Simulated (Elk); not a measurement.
# CdSe (Cadmoselite): optical spectrum from first principles

Aim: the dielectric function of CdSe (Cadmoselite), and the optical constants that follow from it. The cell comes from an older database entry, whose edges can differ from later determinations, mostly by under a per cent.

Method: DFT, LDA, all-electron APW+lo, Dirac cores, scalar-relativistic bands, independent-particle optical response without local fields, in Elk 11.2.3 (patched build).

The database entry behind the starting cell differs from later determinations by our own check (inner coordinate of an old entry), so it need not match the best structure at ambient conditions.

### Step 1. Starting point

The structure is hexagonal, space group P6_3mc (No. 186). The conventional cell has a = 4.300 Å, b = 4.300 Å, c = 7.020 Å, α = 90.00°, β = 90.00°, γ = 120.00°. Cd has 4 Se at 2.61 to 2.70 Å nearest. Nearest to Se lie 4 Cd at 2.61 to 2.70 Å. Farther neighbours and most contacts between anions are not listed.

### Step 2. Ground state

First the ground state: is it a metal or has it a gap?

This step: DFT, LDA, all-electron APW+lo, Dirac cores, scalar-relativistic bands, ground state (Elk 11.2.3 (patched build)).

elk.in

```
tasks
  0
  120

xctype
  3

nempty
  9

lorbcnd
  .true.

rgkmax
  7.0

swidth
  0.0018375

maxscl
  100

epsengy
  1e-05

sppath
  './'

avec
  8.125822335920 0.000000000000 0.000000000000
  -4.062911167960 7.037168569546 0.000000000000
  0.000000000000 0.000000000000 13.265877394873

atoms
  2
  'Cd.in'
  2
  0.666666666667 0.333333333333 0.500000000000   0.000 0.000 0.000
  0.333333333333 0.666666666667 0.000000000000   0.000 0.000 0.000
  'Se.in'
  2
  0.666666666667 0.333333333333 0.885000000000   0.000 0.000 0.000
  0.333333333333 0.666666666667 0.385000000000   0.000 0.000 0.000

ngridk
  9 9 4
```

Run with:

```sh
$ OMP_NUM_THREADS=4 elk
```

What it wrote:

```text
┌─────────────────────────┐
│ Elk code version 11.2.3 │
└─────────────────────────┘

All units are atomic (Hartree, Bohr, etc.)

┌─────────────────────────────────────────────────┐
│ Ground-state run starting from atomic densities │
└─────────────────────────────────────────────────┘

Lattice vectors :
   8.125822336       0.000000000       0.000000000
  -4.062911168       7.037168570       0.000000000
   0.000000000       0.000000000       13.26587739

Reciprocal lattice vectors :
  0.7732368550      0.4464285064      -0.000000000
   0.000000000      0.8928570127       0.000000000
   0.000000000      -0.000000000      0.4736351106

Unit cell volume      :    758.5797691
Brillouin zone volume :   0.3269929196

Muffin-tin inner radius fraction :   0.1000000000E-01

Nuclei treated as point charges

Species : 1 (Cd)
 parameters loaded from : Cd.in
 name : cadmium
 nuclear charge    :   -48.00000000
 electronic charge :    48.00000000
 atomic mass :    204912.7176
 muffin-tin radius :    2.539294698
 number of radial points in muffin-tin :    597
 inner part over the whole radius :   0.9906930901E-02
 number on inner part of muffin-tin    :    425
 approximate nuclear radius :   0.8708852602E-04
 number of mesh points to nuclear radius :    214
 atomic positions (lattice), magnetic fields (Cartesian) :
  1 :   0.00000000  0.00000000  0.00000000    0.00000000  0.00000000  0.00000000
  2 :   0.66666667  0.33333333  0.50000000    0.00000000  0.00000000  0.00000000

Species : 2 (Se)
 parameters loaded from : Se.in
 name : selenium
 nuclear charge    :   -34.00000000
 electronic charge :    34.00000000
 atomic mass :    143935.2749
 muffin-tin radius :    2.343964337
 number of radial points in muffin-tin :    497
 inner part over the whole radius :   0.9731606918E-02
 number on inner part of muffin-tin    :    351
 approximate nuclear radius :   0.7785908700E-04
 number of mesh points to nuclear radius :    172
 atomic positions (lattice), magnetic fields (Cartesian) :
  1 :   0.00000000  0.00000000  0.38500000    0.00000000  0.00000000  0.00000000
  2 :   0.66666667  0.33333333  0.88500000    0.00000000  0.00000000  0.00000000

Total number of atoms per unit cell :    4
Total muffin-tin volume :    245.0572338
 ratio of muffin-tin to unit cell volume :   0.3230474154

Spin treatment :
 spin-unpolarised

Number of Bravais lattice symmetries :   24
Number of crystal symmetries         :   12
Crystal has no inversion symmetry
Complex Hermitian eigensolver will be used

k-point grid :      9     9     4
k-point offset :    0.000000000       0.000000000       0.000000000
k-point set is reduced with full crystal symmetry group
Total number of k-points :       48

Muffin-tin radius times maximum |G+k| :    7.000000000
 using average radius
Maximum |G+k| for APW functions       :    2.866937817
Maximum (1/2)|G+k|²                   :    4.109666225
Maximum |G| for potential and density :    12.00000000
Constant for pseudocharge density :    8
 order of it for each species :   15  15
 order of it for pair densities of each species (exact exchange by exxq0 0: 15) :   11   9
Radial integration step length :    1

G-vector grid sizes :     32    32    54
Number of G-vectors :    22143

Maximum angular momentum used for
 APW functions            :    8
 outer part of muffin-tin :    6
 inner part of muffin-tin :    2

Total nuclear charge    :   -164.0000000
Total core charge       :    96.00000000
Total valence charge    :    68.00000000
Total excess charge     :    0.000000000
Total electronic charge :    164.0000000

Effective Wigner radius, rₛ :    1.033608962

Number of empty states         :     36
Total number of valence states :     71
Total number of core states    :     96

Conduction state local-orbitals added automatically
Third-order local-orbitals added for an l without core states : F
Total number of local-orbitals :    260

Exchange-correlation functional :      3     0     0
 Perdew-Wang/Ceperley-Alder, Phys. Rev. B 45, 13244 (1992)
 gradient requirement :    0
 local density approximation (LDA)

Smearing type :    3
 Fermi-Dirac
Smearing width :   0.1837500000E-02
Effective electronic temperature (K) :    580.2366081

Mixing type :    3
 Broyden mixing, J. Phys. A: Math. Gen. 17, L317 (1984)

Kohn-Sham potential initialised from atomic data

┌──────────────────────────────┐
│ Self-consistent loop started │
└──────────────────────────────┘

┌─────────────────┐
│ Loop number : 1 │
└─────────────────┘

Energies :
 Fermi                       :     0.42194269766758E-03
 sum of occupied eigenvalues :     -9547.5467103956
 electron kinetic            :      16685.668903020
 core electron kinetic       :      15896.489786666
 Coulomb                     :     -32253.540936019
 Coulomb potential           :     -25603.368741150
 nuclear-nuclear             :     -1605.5548192806
 electron-nuclear            :     -35725.367080753
 Hartree                     :      5077.3809640138
 Madelung                    :     -19451.856565444
 xc potential                :     -629.84687226649
 exchange                    :     -453.61818133629
 correlation                 :     -15.310841140225
 electron entropic           :    -0.54379683069700E-07
 total energy                :     -16036.801055530

Density of states at Fermi energy :   0.1491266088E-02
 (states/Hartree/unit cell)

Estimated indirect band gap :   0.3386892799E-01
 from k-point 1 to k-point 1
Estimated direct band gap   :   0.3386892799E-01
 at k-point 1

Charges :
 core                        :    96.00000000
 valence                     :    68.00000000
 interstitial                :    6.055162311
 muffin-tins (core leakage)
  species : 1 (Cd)
   atom 1                    :    46.37624888     (  0.3554563904E-03)
   atom 2                    :    46.37624888     (  0.3554563904E-03)
  species : 2 (Se)
   atom 1                    :    32.59616997     (  0.8077572614E-04)
   atom 2                    :    32.59616997     (  0.8077572614E-04)
 total in muffin-tins        :    157.9448377
 total calculated charge     :    163.9986092
 total charge                :    164.0000000
 error                       :   0.1390810432E-02

┌─────────────────┐
│ Loop number : 2 │
└─────────────────┘

Energies :
 Fermi                       :     0.13731832090509E-02
 sum of occupied eigenvalues :     -9547.4687104502
 electron kinetic            :      16684.975056270
 core electron kinetic       :      15896.097283836
 Coulomb                     :     -32253.615949881
 Coulomb potential           :     -25603.325251395
 nuclear-nuclear             :     -1605.5548192806
 electron-nuclear            :     -35725.558404188
 Hartree                     :      5077.4972735873
 Madelung                    :     -19451.953324184
 xc potential                :     -629.11851532436
 exchange                    :     -453.62140442332
 correlation                 :     -15.310879347018
 electron entropic           :    -0.59032666217015E-07
 total energy                :     -16037.573177441

Density of states at Fermi energy :   0.1632546113E-02
 (states/Hartree/unit cell)

Estimated indirect band gap :   0.3354221715E-01
 from k-point 1 to k-point 1
Estimated direct band gap   :   0.3354221715E-01
 at k-point 1

Charges :
 core                        :    96.00000000
 valence                     :    68.00000000
 interstitial                :    6.057945400
 muffin-tins (core leakage)
  species : 1 (Cd)
   atom 1                    :    46.37984079     (  0.3550581908E-03)
   atom 2                    :    46.37984079     (  0.3550581908E-03)
  species : 2 (Se)
   atom 1                    :    32.59118651     (  0.8080775247E-04)
   atom 2                    :    32.59118651     (  0.8080775247E-04)
 total in muffin-tins        :    157.9420546
 total calculated charge     :    163.9986109
 total charge                :    164.0000000
 error                       :   0.1389114705E-02

RMS change in Kohn-Sham potential (target) :   0.1236210778     (  0.1000000000E-05)
Absolute change in total energy (target)   :   0.7721219114     (  0.1000000000E-04)

[... 13 loops left out ...]

┌──────────────────┐
│ Loop number : 16 │
└──────────────────┘

Energies :
 Fermi                       :     0.98619890470683E-01
 sum of occupied eigenvalues :     -9534.9601714602
 electron kinetic            :      16688.914573199
 core electron kinetic       :      15897.247973323
 Coulomb                     :     -32256.119980524
 Coulomb potential           :     -25602.151015543
 nuclear-nuclear             :     -1605.5548192806
 electron-nuclear            :     -35731.667924068
 Hartree                     :      5081.1027628248
 Madelung                    :     -19455.044472753
 xc potential                :     -621.72372911602
 exchange                    :     -453.72174802801
 correlation                 :     -15.311157515539
 electron entropic           :    -0.42051320389792E-05
 total energy                :     -16036.238317074

Density of states at Fermi energy :   0.2112427723
 (states/Hartree/unit cell)

Estimated indirect band gap :   0.1562622490E-01
 from k-point 1 to k-point 1
Estimated direct band gap   :   0.1562622490E-01
 at k-point 1

Charges :
 core                        :    96.00000000
 valence                     :    68.00000000
 interstitial                :    6.208823629
 muffin-tins (core leakage)
  species : 1 (Cd)
   atom 1                    :    46.53648064     (  0.3390964789E-03)
   atom 2                    :    46.53648064     (  0.3390964789E-03)
  species : 2 (Se)
   atom 1                    :    32.35910755     (  0.8008477652E-04)
   atom 2                    :    32.35910755     (  0.8008477652E-04)
 total in muffin-tins        :    157.7911764
 total calculated charge     :    163.9986976
 total charge                :    164.0000000
 error                       :   0.1302432813E-02

RMS change in Kohn-Sham potential (target) :   0.5990795652E-08 (  0.1000000000E-05)
Absolute change in total energy (target)   :   0.5830868758E-05 (  0.1000000000E-04)

Convergence targets achieved

┌──────────────────┐
│ Loop number : 17 │
└──────────────────┘

Energies :
 Fermi                       :     0.98619888818310E-01
 sum of occupied eigenvalues :     -9534.9601719952
 electron kinetic            :      16688.914572487
 core electron kinetic       :      15897.247973018
 Coulomb                     :     -32256.119980243
 Coulomb potential           :     -25602.151015297
 nuclear-nuclear             :     -1605.5548192806
 electron-nuclear            :     -35731.667923774
 Hartree                     :      5081.1027628118
 Madelung                    :     -19455.044472595
 xc potential                :     -621.72372918557
 exchange                    :     -453.72174802626
 correlation                 :     -15.311157515771
 electron entropic           :    -0.42051326571090E-05
 total energy                :     -16036.238317503

Density of states at Fermi energy :   0.2112428092
 (states/Hartree/unit cell)

Estimated indirect band gap :   0.1562622418E-01
 from k-point 1 to k-point 1
Estimated direct band gap   :   0.1562622418E-01
 at k-point 1

Charges :
 core                        :    96.00000000
 valence                     :    68.00000000
 interstitial                :    6.208823624
 muffin-tins (core leakage)
  species : 1 (Cd)
   atom 1                    :    46.53648064     (  0.3390964804E-03)
   atom 2                    :    46.53648064     (  0.3390964804E-03)
  species : 2 (Se)
   atom 1                    :    32.35910754     (  0.8008477514E-04)
   atom 2                    :    32.35910754     (  0.8008477514E-04)
 total in muffin-tins        :    157.7911764
 total calculated charge     :    163.9986976
 total charge                :    164.0000000
 error                       :   0.1302432804E-02

┌──────────────────────────────┐
│ Self-consistent loop stopped │
└──────────────────────────────┘

Warning : core states of species 1 leak from the muffin-tin :   0.3390964804E-03

Wrote STATE.OUT
```

It took 50 s on 4 threads of Arm Neoverse V2, shared host; peak memory 0.19 GiB; 3.2 min of CPU time.

Read-outs, printed or worked out from the files:

| Quantity | Value |
| --- | --- |
| total energy | -16036 Ha |
| Fermi energy | 2.684 eV |
| DOS at the Fermi level | 0.007763 states/eV/cell |
| gap on the k-mesh | 0.4252 eV |
| direct gap on the mesh | 0.4252 eV |

There is a gap, 0.43 eV on this mesh (points off the mesh can give less), so no carriers' term is needed.

### Step 3. Independent particles

With the density converged, the vertical transitions are summed over the zone.

This step: DFT, LDA, all-electron APW+lo, Dirac cores, scalar-relativistic bands, independent-particle optical response without local fields (Elk 11.2.3 (patched build)).

Edit elk.in of step 2 so:

```diff
@@ -1,4 +1,7 @@
 tasks
-  0
-  120
+  121
+
+optcomp
+  1 1
+  3 3
 
@@ -17,9 +20,7 @@
 swidth
-  0.0018375
+  0.0055124
 
-maxscl
-  100
-
-epsengy
-  1e-05
+wplot
+  400 100 0
+  0.0 0.58799
```

Run with:

```sh
$ OMP_NUM_THREADS=4 elk
```

What it wrote:

```text
┌─────────────────────────────────┐
│ Elk code version 11.2.3 started │
└─────────────────────────────────┘

┌────────────────────┐
│ Current task : 121 │
└────────────────────┘
Info(checkmt): changed muffin-tin radius of species 1 (Cd) from   2.6000 to   2.5393
Info(checkmt): changed muffin-tin radius of species 2 (Se) from   2.4000 to   2.3440

Info(findsymcrys): atomic basis shift (lattice) :
  0.3333333333      0.6666666667      0.5000000000
See GEOMETRY.OUT for new atomic positions

Info(dielectric):
 dielectric tensor written to EPSILON_ij.OUT
 optical conductivity written to SIGMA_ij.OUT
 for components
  i = 1, j = 1
  i = 3, j = 3

┌──────────────────┐
│ Elk code stopped │
└──────────────────┘
```

It took 2.5 s on 4 threads; peak memory 0.05 GiB.

This step gave:

```
electronic dielectric constant ε∞, mean over x, y and z (by symmetry where fewer were run) : 15.72
```

The Im ε has structure finer than the step of the table below, so its rows give means over 0.5 eV, whole bins alone (the curve runs from 0 to 16.0 eV). Peaks (eV: height): E ∥ x 0.44: 12.0, 1.48: 3.13, 4.40: 9.18, 6.04: 9.64; E ∥ z 0.44: 12.5, 1.44: 5.49, 3.52: 9.90, 4.68: 11.1, 6.04: 11.1, 7.24: 6.98.

Sum at mesh points, not converged in k; values under the direct gap are tails of Lorentzian lines. Im ε against photon energy; means over each step:

```csv
photon energy (eV),E ∥ x,E ∥ z
0.5,7.19,7.49
1.0,1.32,1.75
1.5,2.57,3.51
2.0,2.17,1.54
2.5,4.02,3.27
3.0,4.48,3.98
3.5,6.70,8.01
4.0,7.19,7.67
4.5,8.30,9.56
5.0,6.46,5.17
5.5,6.88,4.80
6.0,8.70,9.42
6.5,6.84,6.30
7.0,6.42,5.94
7.5,5.48,5.52
8.0,3.51,3.35
8.5,2.59,2.63
9.0,2.35,2.39
9.5,1.73,2.15
10.0,1.50,1.47
10.5,1.46,1.14
11.0,1.43,1.41
11.5,1.00,1.10
12.0,0.833,0.831
12.5,0.851,0.815
13.0,0.784,0.808
13.5,0.851,0.888
14.0,0.843,0.950
14.5,0.707,0.732
15.0,0.677,0.693
15.5,0.653,0.660
```

The reflectivity at normal incidence has structure finer than the step of the table below, so its rows give means over 0.5 eV, whole bins alone (the curve runs from 0 to 16.0 eV). Peaks (eV: height): E ∥ x 0.40: 40.2, 4.92: 35.2, 6.16: 41.2, 7.84: 49.0, 9.24: 44.1, 11.44: 37.9, 14.16: 19.4; E ∥ z 0.40: 40.7, 3.48: 36.2, 4.84: 44.1, 6.24: 44.5, 7.76: 46.9, 9.68: 43.8, 11.56: 37.8.

Sum at mesh points, not converged in k. The reflectivity at normal incidence by photon energy; means over each step:

```csv
photon energy (eV),E ∥ x (%),E ∥ z (%)
0.5,31.3,32.4
1.0,20.7,21.9
1.5,23.9,23.1
2.0,24.8,22.8
2.5,26.2,25.0
3.0,27.7,28.1
3.5,30.1,33.6
4.0,30.7,31.3
4.5,33.2,36.4
5.0,29.6,31.5
5.5,29.4,23.0
6.0,37.3,37.9
6.5,36.9,38.5
7.0,38.5,34.6
7.5,44.6,44.6
8.0,47.7,45.8
8.5,42.7,39.1
9.0,41.2,36.9
9.5,41.7,39.8
10.0,34.5,41.4
10.5,31.9,32.7
11.0,31.7,26.8
11.5,37.0,34.7
12.0,28.0,27.6
12.5,22.2,19.9
13.0,20.0,18.0
13.5,15.3,12.8
14.0,18.1,18.2
14.5,16.6,17.8
15.0,14.6,14.1
15.5,14.9,14.9
```

The loss function −Im 1/ε at q → 0 has structure finer than the step of the table below, so its rows give means over 0.5 eV, whole bins alone (the curve runs from 0 to 16.0 eV). Peaks (eV: height): E ∥ x 13.16: 1.36; E ∥ z 5.12: 0.303, 13.16: 1.39.

Sum at mesh points, not converged in k; values under the direct gap are tails of Lorentzian lines. Table of loss function −Im 1/ε at q → 0 by energy loss; means over each step:

```csv
energy loss (eV),E ∥ x,E ∥ z
0.5,0.0727,0.0694
1.0,0.0290,0.0333
1.5,0.0386,0.0621
2.0,0.0277,0.0240
2.5,0.0501,0.0444
3.0,0.0474,0.0388
3.5,0.0697,0.0614
4.0,0.0732,0.0828
4.5,0.101,0.0888
5.0,0.140,0.202
5.5,0.108,0.116
6.0,0.109,0.0916
6.5,0.146,0.157
7.0,0.153,0.169
7.5,0.153,0.152
8.0,0.189,0.206
8.5,0.265,0.290
9.0,0.296,0.330
9.5,0.366,0.329
10.0,0.506,0.420
10.5,0.555,0.674
11.0,0.567,0.643
11.5,0.686,0.677
12.0,1.04,1.05
12.5,1.13,1.21
13.0,1.26,1.24
13.5,1.17,1.09
14.0,1.19,1.06
14.5,1.41,1.37
15.0,1.44,1.40
15.5,1.50,1.49
```

From ε follow the optical constants at some laser and lamp lines:

```csv
wavelength (nm),n x,k x,R (%) x,1/α x,n z,k z,R (%) z,1/α z
800,2.77,0.523,23.5,122 nm,2.35,0.732,20.1,87 nm
633,2.91,0.268,24.2,188 nm,2.75,0.213,22.1,237 nm
532,2.99,0.639,26.7,66 nm,2.98,0.649,26.7,65 nm
450,2.81,0.594,24.4,60 nm,2.91,0.444,24.8,81 nm
365,3.08,1.182,31.7,25 nm,3.47,1.142,34.8,25 nm
248,1.94,1.708,32.9,12 nm,1.30,1.623,34.4,12 nm
193,1.83,1.833,35.6,8.4 nm,1.61,1.996,40.3,7.7 nm
```

Below the direct gap, k and the depth come from the tails of the Lorentzian lines, not from transitions.

Rows near the edge hang on the gap, which this functional as a rule makes too small, and phonon-assisted absorption is left out.

### Step 4. Outcome

* electronic dielectric constant ε∞, mean over x, y and z (by symmetry where fewer were run) (independent particles): 15.7

What this shows: At this level (LDA, independent particles) CdSe has a mean ε∞ = 15.7 and n = 2.39 at 1550 nm (E ∥ x). On the mesh the gap is 0.43 eV and the least direct gap 0.43 eV. The static values by axis are 15.71 (x), 15.76 (z). Excitons and phonon-assisted transitions are missing, and so are local fields; LDA gaps are as a rule too small, which pulls the onset down and ε∞ up. The sum runs over mesh points 0.22 Å⁻¹ apart with no interpolation, so peaks are partly noise of the mesh; over so small a direct gap single mesh points weigh heavily, so ε∞, n and their changes from run to run can be far off. Besides steps told in other documents, this task had 4 steps that ran out of time; those not told in a step above aren't shown.

[Machine, clock and banner lines and Python warnings are left out of the logs.]

[Logs are printed without paths, hosts, clocks, repeated set-up lines and the standing remarks that a program may print on its own settings, such as how far it seeks lower states.]

[Hosts, paths, dates, database ids (printed as entryN), source tags and the programs' standing remarks are cut or masked in the printed files.]
